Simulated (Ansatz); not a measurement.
# From spin parameters to the magnetic ion

A crystal has the composition Rb2MO2, where M is a 3d element. A calculation (PBE+U, spin-orbit coupling in second variation, Ansatz) gives:

* S: 1
* g: ⊥ 2.1727, ∥ 2.0107
* D, with anisotropic exchange: +21.7 cm⁻¹ (+650 GHz)
* moment in its sphere: 1.31 μB

**Question.** Which ion is it, and why?

The crystal is Rb2NiO2, space group I4/mmm. The spin sits on Ni, with 2 O at 1.67 Å round it. With the usual charges of the other elements M must be +2. High-spin ions of that charge with S = 1 are d8 and d2, Ni and Ti; the sign of the g shift picks Ni²⁺ d⁸. Low-spin ions are left aside. The shift is positive: in a shell more than half full the orbital moment adds to the spin.

[Hosts, paths, dates, database ids (printed as entryN), source tags and the programs' standing remarks are cut or masked in the printed files.]
